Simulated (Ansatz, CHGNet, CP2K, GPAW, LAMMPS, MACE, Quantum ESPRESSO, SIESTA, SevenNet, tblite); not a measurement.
**Amorphous 59Ga2O3-41P2O5 (mol %) (64 atoms) in tblite**

Aim: run amorphous 59Ga2O3-41P2O5 (mol %) (64 atoms) in tblite and see how near its forces come to a plane-wave reference, and at what cost.

Main program and level: tblite 0.8.0; the method is named at each step.

### Step 1. The starting structure

The cell holds 64 atoms: 13 Ga, 9 P and 42 O. Cell: a = 9.037 Å, b = 9.037 Å, c = 9.037 Å, α = 90.0°, β = 90.0°, γ = 90.0°. 64 atoms (13 Fe, 9 P, 42 O) placed at random at 3.33 g/cm³, melted at 5000 K for 10 ps at fixed volume with the Morse and Coulomb pair potential with partial charges (Pedone, Malavasi, Menziani, Cormack and Segre, J. Phys. Chem. B 110, 11780 (2006)). Quenched from 5000 K to 300 K at 100 K/ps and fixed volume, held 10 ps at zero pressure, then minimised at fixed cell. Then Fe was replaced by Ga and the cell scaled by 1.005 (the potential has no terms for the new elements, so the cell is a start for a DFT relaxation).

The yardstick, on the same geometry:

```
method                                           : Kohn-Sham DFT, PBE, PAW, plane waves (Ansatz 0.2.0); cutoff 420 eV, Γ point, fermi-dirac smearing of 0.05 eV; PAW set soft_2
r.m.s. force component                           : 1.009 eV/Å
longest force                                    : 3.385 eV/Å
pressure                                         : -0.8518 GPa
gap (highest filled to lowest empty level) : 1.385 eV
SCF cycles                                       : 10
time                                             : 4.5 s on 8 threads of Arm Neoverse V2, shared host
CPU time                                         : 30 s
```

### Step 2. GFN2-xTB

Method: GFN2-xTB tight binding, diagonalisation.

run.py

```python
import numpy as np
from ase.io import read
from tblite.ase import TBLite

atoms = read("structure.xyz")
atoms.calc = TBLite(method="GFN2-xTB", electronic_temperature=580, accuracy=1.0, max_iterations=250, mixer_damping=0.4, verbosity=1)
energy = atoms.get_potential_energy()
forces = atoms.get_forces()
print(f"energy {energy:.6f} eV")
print("forces (eV/A)")
for i, (a, f) in enumerate(zip(atoms, forces)):
    print(f"{i:4d} {a.symbol:2s} {f[0]:10.5f} {f[1]:10.5f} {f[2]:10.5f}")
stress = -atoms.get_stress(voigt=False) * 160.21766
print("stress (GPa, compression positive)")
for row in stress:
    print(" ".join(f"{x:10.4f}" for x in row))
print("charges (e)")
print(np.array2string(atoms.get_charges(), precision=4, suppress_small=True, max_line_width=110, threshold=100000))
```

structure.xyz

```xyz
64
Lattice="9.03743 0.00000 0.00000 0.00000 9.03743 0.00000 0.00000 0.00000 9.03743" Properties=species:S:1:pos:R:3 pbc="T T T"
Ga 1.44554 6.65209 6.27758
Ga 2.95723 0.27673 2.17621
Ga 0.61590 1.54540 4.64940
Ga 5.10832 6.04767 5.34916
Ga 5.02987 1.89578 7.52140
Ga 0.38418 4.19481 8.62695
Ga 4.42906 7.38250 8.08407
Ga 8.28497 8.81402 2.33979
Ga 1.66433 3.87679 3.08294
Ga 2.16971 0.79349 7.70956
Ga 4.84424 2.63965 3.91420
Ga 3.86043 8.92898 5.14935
Ga 6.10515 4.69820 8.73549
P 7.65154 3.14864 2.11376
P 5.46295 7.03871 2.14314
P 7.59126 8.31923 5.57754
P 1.61878 7.04721 0.11758
P 1.62240 6.76560 3.32677
P 3.30589 3.06062 0.90410
P 7.92944 0.71161 8.34860
P 2.71096 3.74791 6.11500
P 7.39443 3.93300 6.07116
O 1.88783 3.54999 0.60307
O 6.31283 3.21389 2.82628
O 7.65217 3.76174 0.69145
O 2.06876 5.76651 2.27409
O 4.49712 3.56102 0.10800
O 3.47778 3.32180 2.41390
O 4.82662 6.43555 3.39265
O 8.17228 0.22006 4.51474
O 7.97119 1.66334 2.00242
O 4.07272 0.12490 7.58340
O 6.29177 3.43386 7.03546
O 1.46768 7.89700 7.84169
O 2.96925 6.40284 8.82044
O 7.68308 0.08884 6.92846
O 5.90171 5.93669 1.17613
O 8.84394 3.81389 2.80260
O 5.62553 6.07930 7.46817
O 6.56922 1.33700 8.61104
O 1.79086 8.15429 1.13483
O 8.34715 4.53561 7.09547
O 3.97050 4.25699 5.42869
O 0.14550 1.60197 8.15962
O 3.51538 7.10993 6.05670
O 2.53762 7.92339 3.67335
O 1.45765 1.45774 2.93057
O 6.62426 7.90802 2.56555
O 1.87563 0.54577 5.76895
O 6.13027 7.92131 5.42951
O 4.53851 7.92357 1.28368
O 8.22768 8.65894 0.31007
O 8.15773 2.78967 5.41143
O 4.96191 1.64707 5.60158
O 2.97765 2.62989 7.13342
O 6.72349 4.88690 5.11799
[... 4 atom lines left out ...]
O 4.24958 0.87274 3.38470
O 8.62704 7.22262 5.80745
O 1.93808 4.77583 6.91553
O 3.20648 1.55417 0.63370
```

Run with:

```sh
$ OMP_NUM_THREADS=1 python run.py > output.txt
```

The program printed:

```text
------------------------------------------------------------
  cycle        total energy    energy error   density error
------------------------------------------------------------
      1     -203.8266178826  -2.0460342E+02   4.6918842E-01
      2     -208.8571052042  -5.0304873E+00   3.1600642E-01
      3     -210.8832389066  -2.0261337E+00   2.0553897E-01
      4     -212.0429572786  -1.1597184E+00   1.5065144E-01
      5     -212.5624317916  -5.1947451E-01   6.3710093E-02
      6     -212.6125539376  -5.0122146E-02   4.9227426E-02
      7     -212.6456934487  -3.3139511E-02   1.9745846E-02
      8     -212.6451617434   5.3170524E-04   1.4746289E-02
      9     -212.6476120279  -2.4502845E-03   8.9818015E-03
     10     -212.6479198404  -3.0781244E-04   7.1296233E-03
     11     -212.6480642221  -1.4438171E-04   5.6876009E-03
     12     -212.6481565677  -9.2345643E-05   4.1777355E-03
     13     -212.6483072095  -1.5064177E-04   2.5099987E-03
     14     -212.6483457641  -3.8554638E-05   1.2885611E-03
     15     -212.6483568634  -1.1099209E-05   7.8718794E-04
     16     -212.6483628102  -5.9467992E-06   3.9306744E-04
     17     -212.6483637858  -9.7561323E-07   2.0214154E-04
     18     -212.6483641523  -3.6650800E-07   1.2182281E-04
     19     -212.6483642051  -5.2825129E-08   8.2016445E-05
     20     -212.6483642409  -3.5839776E-08   5.8843814E-05
     21     -212.6483642547  -1.3740362E-08   4.4509644E-05
     22     -212.6483642580  -3.3174956E-09   3.3610785E-05
     23     -212.6483642640  -6.0249192E-09   2.3905490E-05
     24     -212.6483642689  -4.8970890E-09   1.5115359E-05
------------------------------------------------------------
 total:                                   4.608 sec
energy -5786.456728 eV
forces (eV/A)
   0 Ga    0.11319    0.18258   -0.66364
   1 Ga   -0.35584   -0.63204   -0.05229
   2 Ga    0.07099   -0.13815    0.33695
   3 Ga    0.40957   -0.03013   -0.13970
   4 Ga    0.53812    0.08097   -0.49413
   5 Ga    0.17236   -0.10538   -0.46854
   6 Ga   -0.80735   -0.32613    0.80974
   7 Ga   -0.36733   -0.15105   -0.31693
   8 Ga   -0.30150    0.15856   -0.40776
   9 Ga   -0.62461   -0.06642   -0.13069
  10 Ga    0.26737   -0.33465    0.20009
  11 Ga   -0.23232    0.18630   -0.16248
  12 Ga   -0.19223    0.66407    0.24032
  13 P     1.00047   -2.10232    0.90838
  14 P     0.46374   -0.17608   -0.48406
  15 P     1.18864   -0.53113    1.06996
  16 P     1.83970    0.24438   -0.18737
  17 P    -0.47388    0.47496   -0.80917
  18 P    -0.60685   -0.29785   -0.19351
  19 P    -0.07418   -0.37178    0.21164
  20 P    -0.08913   -0.54453   -0.17932
  21 P     0.60789   -1.62976   -0.46451
  22 O    -1.09823    1.01512   -0.07984
  23 O    -1.25160    0.74103    0.38233
[...]
56 O    -1.73852    0.46459   -0.37832
  57 O    -0.52450   -0.78166    1.80444
  58 O    -0.92215   -0.52280    0.31579
  59 O    -0.92800   -0.36017   -1.20682
  60 O    -0.03937   -0.21740    0.21734
  61 O     0.38972   -1.31844    0.03765
  62 O    -1.01923    1.31215    1.04451
  63 O     0.07117   -1.85906   -0.25436
stress (GPa, compression positive)
   -5.8953     0.1364     1.1044
    0.1364    -3.9953     0.8885
    1.1044     0.8885    -3.3394
charges (e)
[ 0.2964  0.2905  0.3116  0.2774  0.3145  0.2635  0.3663  0.2254  0.2818  0.3156  0.3534  0.4045  0.2744
  0.5852  0.4974  0.6192  0.5791  0.5905  0.7364  0.5794  0.7496  0.5927 -0.2349 -0.1744 -0.1586 -0.2772
 -0.2189 -0.1852 -0.195  -0.1685 -0.2355 -0.2386 -0.2261 -0.22   -0.2831 -0.1877 -0.2291 -0.1884 -0.2309
 -0.233  -0.2506 -0.2135 -0.2183 -0.2213 -0.2442 -0.2384 -0.3059 -0.19   -0.2895 -0.1811 -0.2226 -0.2167
 -0.259  -0.268  -0.2864 -0.1822 -0.2137 -0.2545 -0.1746 -0.2349 -0.2459 -0.2195 -0.2523 -0.2365]
```

Run time: 5.1 s. Hardware: 1 thread of Arm Neoverse V2, shared host; peak memory 0.11 GiB.

Banners, paths, timers and routine set-up lines are dropped from the logs unmarked, and long logs keep their key lines alone; longer cuts are marked.

Compared with the plane-wave run:

```
r.m.s. force component                  : 0.7986 eV/Å
r.m.s. difference of force components   : 351.4 meV/Å
longest difference of force vectors     : 1465 meV/Å
force difference over r.m.s. force      : 34.83 %
slope of forces against the reference's : 0.7527
correlation of force components         : 0.9508
pressure                                : -4.41 GPa
pressure difference                     : -3.558 GPa
```

Length of the force difference by element (eV/Å):

```tsv
element	atoms	mean	most
Ga	13	0.75	1.5
O	42	0.44	1.0
P	9	0.57	1.1
```

The surroundings of Ga12, which has 7 bonded neighbours where the commonest count for Ga is 5, nearest first, numbered as they follow in the input and with coordinates relative to it.

```tsv
atom	x	y	z	distance (Å)	bonds	Mulliken charge (e)	Fx	Fy	Fz (eV/Å)
Ga12	0.00	0.00	0.00	0.00	7	0.40	-0.23	0.19	-0.16
O61	0.39	0.98	-1.76	2.06	3	-0.25	-0.04	-0.22	0.22
O45	-0.35	-1.82	0.91	2.06	4	-0.24	0.41	0.09	-0.07
O54	1.10	1.76	0.45	2.12	3	-0.27	0.08	-0.43	0.12
O49	-1.98	0.65	0.62	2.18	3	-0.29	0.19	-0.33	0.37
O46	-1.32	-1.01	-1.48	2.22	3	-0.24	1.58	1.33	-0.14
O32	0.21	0.23	2.43	2.45	4	-0.24	-0.02	0.42	-0.11
O50	2.27	-1.01	0.28	2.50	3	-0.18	-0.20	-0.21	-0.30
Ga2	-0.90	0.39	-2.97	3.13	6	0.29	-0.36	-0.63	-0.05
```

Atoms are counted from 1 here, from 0 in the log.

Forces lie 35 % from the reference's, at 0.17 times its CPU time (on 1 against 8 cores).

Left out of this page: tblite IPEA1-xTB (killed or ended with an error).

### Step 3. What came out

```
force difference from the reference : tblite GFN2-xTB, 35 %
its CPU time                        : 5.1 s
```

In words: Tight binding differs by 35 % (tblite GFN2-xTB); it is another model, with fitted parameters of its own, and the xTB methods hold dispersion. One electronic-structure run takes under half the reference's CPU time: tblite GFN2-xTB, at 35 % in 5.1 s against 30 s; its pressure misses by -3.6 GPa. Periodic xTB results under one method name differ between programs and library versions. The quench rate of 100 K/ps is many orders above laboratory rates, so the cell is likely richer in defects and strain than a real sample. The network of bonds at the start is that of the classical potential that made the cell, and needn't be the one that DFT or experiment would give. The reference's stress is far from hydrostatic: its diagonal is -3.0, -0.5, 0.9 GPa, compression counted positive. The electronic-structure runs sample only Γ, in a cell whose shortest periodic width is 9 Å.

[Also dropped from logs without a mark: logging warnings of Python, and SIESTA's first energy breakdown and zero terms.]

[Logs are printed without paths, hosts, clocks, repeated set-up lines and the standing remarks that a program may print on its own settings, such as how far it seeks lower states.]

[Hosts, paths, dates, database ids (printed as entryN), source tags and the programs' standing remarks are cut or masked in the printed files.]
